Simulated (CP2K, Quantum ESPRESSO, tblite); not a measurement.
# (13,0) blue phosphorene nanotube (52 atoms) in CP2K, part 3 of 4

Wanted: CP2K inputs and outputs for (13,0) blue phosphorene nanotube (52 atoms), checked against a plane-wave reference.

Program: CP2K 2026.2; the method stands at each step. Banners, paths, timers and routine set-up lines are dropped from the logs unmarked, and long logs keep their key lines alone; longer cuts are marked.

So far. Step 6 (r2SCAN, SCAN potentials, DZVP-UZH(SCAN), 600/50 Ry …): Against the first run (12 %), the force difference from the reference is 14 %, at 3.4 times the CPU time; the model has changed, so this is no error of the program alone. Step 7 (PBE, DZVP-MOLOPT-SR, 350/20 Ry, diagonalisation): Against the first run (12 %), the force difference from the reference is 11 %, at 0.82 times the CPU time: the change moves forces by 19 meV/Å r.m.s., so most of the difference comes from elsewhere.

## 8. TPSS, PBE potentials, DZVP-MOLOPT-SR, 350/50 Ry, diagonalisation

Method: Kohn-Sham DFT, TPSS, GTH-PBE pseudopotentials, Gaussian and plane waves, DZVP-MOLOPT-SR-GTH, diagonalisation.

The input, input.inp:

```
&GLOBAL
  PROJECT cell
  RUN_TYPE ENERGY_FORCE
  PRINT_LEVEL LOW
&END GLOBAL
&FORCE_EVAL
  METHOD QS
  &DFT
    BASIS_SET_FILE_NAME BASIS_MOLOPT
    POTENTIAL_FILE_NAME GTH_POTENTIALS
    &MGRID
      CUTOFF 350
      REL_CUTOFF 50
    &END MGRID
    &QS
      EPS_DEFAULT 1.0E-12
    &END QS
    &SCF
      SCF_GUESS ATOMIC
      EPS_SCF 5.0E-06
      MAX_SCF 200
      ADDED_MOS 26
      &DIAGONALIZATION
        ALGORITHM STANDARD
      &END DIAGONALIZATION
      &SMEAR ON
        METHOD FERMI_DIRAC
        ELECTRONIC_TEMPERATURE [K] 580
      &END SMEAR
      &MIXING
        METHOD BROYDEN_MIXING
        ALPHA 0.2
        NBROYDEN 12
        BETA 0.05
      &END MIXING
      &PRINT
        &RESTART OFF
        &END RESTART
      &END PRINT
    &END SCF
    &XC
      &XC_FUNCTIONAL TPSS
      &END XC_FUNCTIONAL
    &END XC
    &PRINT
      &MULLIKEN ON
      &END MULLIKEN
      &HIRSHFELD ON
        SHAPE_FUNCTION DENSITY
      &END HIRSHFELD
      &MO ON
        EIGENVALUES T
        OCCUPATION_NUMBERS T
        MO_INDEX_RANGE 119 142
        &EACH
          QS_SCF 0
        &END EACH
        ADD_LAST NUMERIC
      &END MO
    &END PRINT
  &END DFT
  &SUBSYS
    &CELL
      A 23.81273 0.00000 0.00000
      B 0.00000 23.70473 0.00000
      C 0.00000 0.00000 5.68113
    &END CELL
    &COORD
      SCALED
[... 52 atom lines left out: the same atoms as in the first run ...]
    &END COORD
    &KIND P
      BASIS_SET DZVP-MOLOPT-SR-GTH-q5
      POTENTIAL GTH-PBE-q5
    &END KIND
  &END SUBSYS
  &PRINT
    &FORCES ON
    &END FORCES
  &END PRINT
&END FORCE_EVAL
```

Launch:

```console
> OMP_NUM_THREADS=2 cp2k.psmp -i input.inp > output.txt
```

Numbers of over 12 decimals in the logs are rounded to 6 here.

Output:

```text
CP2K| version string:                                       CP2K version 2026.2
 CP2K| Input file name                                                 input.inp
 GLOBAL| Basis set file name                                        BASIS_MOLOPT
 GLOBAL| Potential file name                                      GTH_POTENTIALS
 GLOBAL| Run type                                                   ENERGY_FORCE
 GLOBAL| Total number of message passing processes                             1
 GLOBAL| Number of threads for this process                                    2
[... lines left out ...]
                        Smear method:                                FERMI_DIRAC
[... lines left out ...]
 Number of electrons:                                                        260
[... lines left out ...]
  Step     Update method      Time    Convergence         Total energy    Change
[... lines left out ...]
  *** SCF run converged in    13 steps ***
[... lines left out ...]
  Fermi energy:                                                -0.055500
  Total energy:                                              -342.213337
  Total energy (extrapolated to T->0):                       -342.213337
[... lines left out ...]
 MO| E(Fermi):           -0.055500 a.u.         -1.510228 eV
[... lines left out ...]
                           Hirshfeld Charges
  #Atom  Element  Kind  Ref Charge     Population                    Net charge
      1       P      1       5.000          5.015                        -0.015
      2       P      1       5.000          5.000                        -0.000
      3       P      1       5.000          5.004                        -0.004
[...]
51       P      1       5.000          5.002                        -0.002
     52       P      1       5.000          5.000                        -0.000
  Total Charge                                                           -0.000
 !-----------------------------------------------------------------------------!
 ENERGY| Total FORCE_EVAL ( QS ) energy [hartree]           -342.213387
 FORCES| Atomic forces [hartree/bohr]
 FORCES|   Atom     x               y               z               |f|
 FORCES|      1  2.79697099E-02 -3.01936766E-03  1.93139717E-02   3.41240495E-02
 FORCES|      2 -1.43323333E-02 -8.12767138E-03 -2.41962069E-02   2.92733881E-02
 FORCES|      3  8.83356679E-03  1.65232686E-02  1.42418811E-02   2.35346869E-02
[...]
FORCES|     51  1.58247997E-02  6.32074048E-04  1.85738923E-02   2.44092867E-02
 FORCES|     52 -1.38094121E-02 -4.66380575E-03 -1.32084709E-02   1.96701462E-02
 FORCES| Sum    -4.08071759E-05 -2.93559784E-06  1.28113202E-05
 FORCES| Total atomic force                                       4.28715905E-05
```

The job ended after 78 s (2 threads of Arm Neoverse V2, shared host; peak memory 3.8 GiB; 2.3 min of CPU time).

Against the reference:

| Property | Result |
| --- | --- |
| r.m.s. force component | 0.6713 eV/Å |
| r.m.s. difference of force components | 121 meV/Å |
| longest difference of force vectors | 247.6 meV/Å |
| force difference over r.m.s. force | 19.8 % |
| slope of forces against the reference's | 1.084 |
| correlation of force components | 0.9866 |
| gap (highest filled to lowest empty level) | 1.877 eV |
| gap difference | 0.1709 eV |

Against the first run (12 %), the force difference from the reference is 20 %, at 1.7 times the CPU time (on 2 against 1 cores); the model has changed, so this is no error of the program alone.

## 9. PBE, TZV2P-MOLOPT, 350/50 Ry, diagonalisation

Method: Kohn-Sham DFT, PBE, GTH-PBE pseudopotentials, Gaussian and plane waves, TZV2P-MOLOPT-GTH, diagonalisation.

input.inp, as its differences from that of step 8:

```diff
@@ -41,3 +41,3 @@
     &XC
-      &XC_FUNCTIONAL TPSS
+      &XC_FUNCTIONAL PBE
       &END XC_FUNCTIONAL
@@ -67,8 +67,8 @@
     &END CELL
-    &COORD
-      SCALED
-[... 52 atom lines left out: the same atoms as in the first run ...]
-    &END COORD
+    &TOPOLOGY
+      COORD_FILE_NAME structure.xyz
+      COORD_FILE_FORMAT XYZ
+    &END TOPOLOGY
     &KIND P
-      BASIS_SET DZVP-MOLOPT-SR-GTH-q5
+      BASIS_SET TZV2P-MOLOPT-GTH-q5
       POTENTIAL GTH-PBE-q5
```

The input, structure.xyz:

```xyz
52

[... 52 atom lines left out: the same atoms as in the first run ...]
```

Output:

```text
CP2K| version string:                                       CP2K version 2026.2
 CP2K| Input file name                                                 input.inp
 GLOBAL| Basis set file name                                        BASIS_MOLOPT
 GLOBAL| Potential file name                                      GTH_POTENTIALS
[... lines left out ...]
                        Smear method:                                FERMI_DIRAC
[... lines left out ...]
 Number of electrons:                                                        260
[... lines left out ...]
  Step     Update method      Time    Convergence         Total energy    Change
[... lines left out ...]
  *** SCF run converged in    13 steps ***
[... lines left out ...]
  Fermi energy:                                                -0.056106
  Total energy:                                              -342.664064
  Total energy (extrapolated to T->0):                       -342.664064
[... lines left out ...]
 MO| E(Fermi):           -0.056106 a.u.         -1.526729 eV
[... lines left out ...]
     52       P      1       5.000          5.001                        -0.001
  Total Charge                                                           -0.000
 !-----------------------------------------------------------------------------!
 ENERGY| Total FORCE_EVAL ( QS ) energy [hartree]           -342.664091
 FORCES| Atomic forces [hartree/bohr]
 FORCES|   Atom     x               y               z               |f|
 FORCES|      1  2.33445535E-02 -3.01603954E-03  1.89992035E-02   3.02495357E-02
 FORCES|      2 -1.08558240E-02 -6.95851828E-03 -2.37591608E-02   2.70327138E-02
 FORCES|      3  4.96844691E-03  1.44349067E-02  1.39636007E-02   2.06889860E-02
[...]
FORCES|     51  1.15584402E-02  1.69264553E-03  1.83680317E-02   2.17680311E-02
 FORCES|     52 -1.03547580E-02 -4.60913429E-03 -1.31789306E-02   1.73824436E-02
 FORCES| Sum    -3.33613847E-07 -1.99395005E-07 -1.04849964E-07
 FORCES| Total atomic force                                       4.02554446E-07
```

The job ended after 66 s (2 threads; peak memory 3.8 GiB).

Against the reference:

```
r.m.s. force component                           : 0.607 eV/Å
r.m.s. difference of force components            : 9.821 meV/Å
longest difference of force vectors              : 29.14 meV/Å
force difference over r.m.s. force               : 1.607 %
slope of forces against the reference's          : 0.9932
correlation of force components                  : 0.9999
gap (highest filled to lowest empty level) : 1.721 eV
gap difference                                   : 0.0156 eV
```

Against the first run (12 %), the force difference from the reference is 1.6 %, at 1.4 times the CPU time (on 2 against 1 cores), with 1144 basis functions against 676: the larger basis brings the forces nearer.

## 10. PBE, DZVP-MOLOPT-SR, 122/50 Ry, diagonalisation

Method: Kohn-Sham DFT, PBE, GTH-PBE pseudopotentials, Gaussian and plane waves, DZVP-MOLOPT-SR-GTH, diagonalisation.

input.inp, as its differences from that of step 9:

```diff
@@ -11,3 +11,3 @@
     &MGRID
-      CUTOFF 350
+      CUTOFF 122
       REL_CUTOFF 50
@@ -67,8 +67,8 @@
     &END CELL
-    &TOPOLOGY
-      COORD_FILE_NAME structure.xyz
-      COORD_FILE_FORMAT XYZ
-    &END TOPOLOGY
+    &COORD
+      SCALED
+[... 52 atom lines left out: the same atoms as in the first run ...]
+    &END COORD
     &KIND P
-      BASIS_SET TZV2P-MOLOPT-GTH-q5
+      BASIS_SET DZVP-MOLOPT-SR-GTH-q5
       POTENTIAL GTH-PBE-q5
```

Launch:

```console
> OMP_NUM_THREADS=1 cp2k.psmp -i input.inp > output.txt
```

Output:

```text
CP2K| version string:                                       CP2K version 2026.2
 CP2K| Input file name                                                 input.inp
 GLOBAL| Basis set file name                                        BASIS_MOLOPT
 GLOBAL| Potential file name                                      GTH_POTENTIALS
 GLOBAL| Run type                                                   ENERGY_FORCE
 GLOBAL| Total number of message passing processes                             1
 GLOBAL| Number of threads for this process                                    1
 TOTAL NUMBERS AND MAXIMUM NUMBERS
  Total number of            - Atomic kinds:                                   1
                             - Atoms:                                         52
[... lines left out ...]
                        Smear method:                                FERMI_DIRAC
[... lines left out ...]
 Number of electrons:                                                        260
[... lines left out ...]
  Step     Update method      Time    Convergence         Total energy    Change
[... lines left out ...]
  *** SCF run converged in    13 steps ***
[... lines left out ...]
  Fermi energy:                                                -0.056666
  Total energy:                                              -342.496095
  Total energy (extrapolated to T->0):                       -342.496095
[... lines left out ...]
 MO| E(Fermi):           -0.056666 a.u.         -1.541955 eV
[... lines left out ...]
       2     P        1          5.033938                             -0.033938
       3     P        1          4.965499                              0.034501
[...]
51     P        1          4.965760                              0.034240
      52     P        1          5.035616                             -0.035616
 # Total charge                            260.000000                  0.000000
 !-----------------------------------------------------------------------------!
 !-----------------------------------------------------------------------------!
                           Hirshfeld Charges
  #Atom  Element  Kind  Ref Charge     Population                    Net charge
      1       P      1       5.000          5.015                        -0.015
      2       P      1       5.000          5.000                        -0.000
      3       P      1       5.000          5.004                        -0.004
[...]
51       P      1       5.000          5.002                        -0.002
     52       P      1       5.000          5.000                        -0.000
  Total Charge                                                           -0.000
 !-----------------------------------------------------------------------------!
 ENERGY| Total FORCE_EVAL ( QS ) energy [hartree]           -342.496087
 FORCES| Atomic forces [hartree/bohr]
 FORCES|   Atom     x               y               z               |f|
 FORCES|      1  2.58918850E-02 -3.00998489E-03  1.92730824E-02   3.24176098E-02
 FORCES|      2 -1.28882228E-02 -7.56282559E-03 -2.41344431E-02   2.83861579E-02
 FORCES|      3  7.04425553E-03  1.56390199E-02  1.41510492E-02   2.22362918E-02
[...]
FORCES|     51  1.39161431E-02  1.18746988E-03  1.86225005E-02   2.32780293E-02
 FORCES|     52 -1.23800558E-02 -4.63153508E-03 -1.33383875E-02   1.87784312E-02
 FORCES| Sum    -1.39114078E-04  3.74885276E-06 -6.53906693E-05
 FORCES| Total atomic force                                       1.53761895E-04
```

It took 31 s on 1 thread; peak memory 0.95 GiB.

Against the reference:

```
r.m.s. force component                           : 0.6435 eV/Å
r.m.s. difference of force components            : 70.67 meV/Å
longest difference of force vectors              : 142.3 meV/Å
force difference over r.m.s. force               : 11.57 %
slope of forces against the reference's          : 1.048
correlation of force components                  : 0.995
gap (highest filled to lowest empty level) : 1.687 eV
gap difference                                   : -0.0184 eV
energy less the same-level run's                 : 0.0133 meV/atom
r.m.s. force difference from the same-level run  : 1.494 meV/Å
```

This is a coarse setting, run to see what it loses.

Against the first run (12 %), the force difference from the reference is 12 %, at 0.38 times the CPU time: the change moves forces by 1.5 meV/Å r.m.s., so most of the difference comes from elsewhere.

(Continued in part 4 of 4.)

[Also dropped from logs without a mark: logging warnings of Python, and SIESTA's first energy breakdown and zero terms.]

[Logs are printed without paths, hosts, clocks, repeated set-up lines and the standing remarks that a program may print on its own settings, such as how far it seeks lower states.]

[Hosts, paths, dates, database ids (printed as entryN), source tags and the programs' standing remarks are cut or masked in the printed files.]
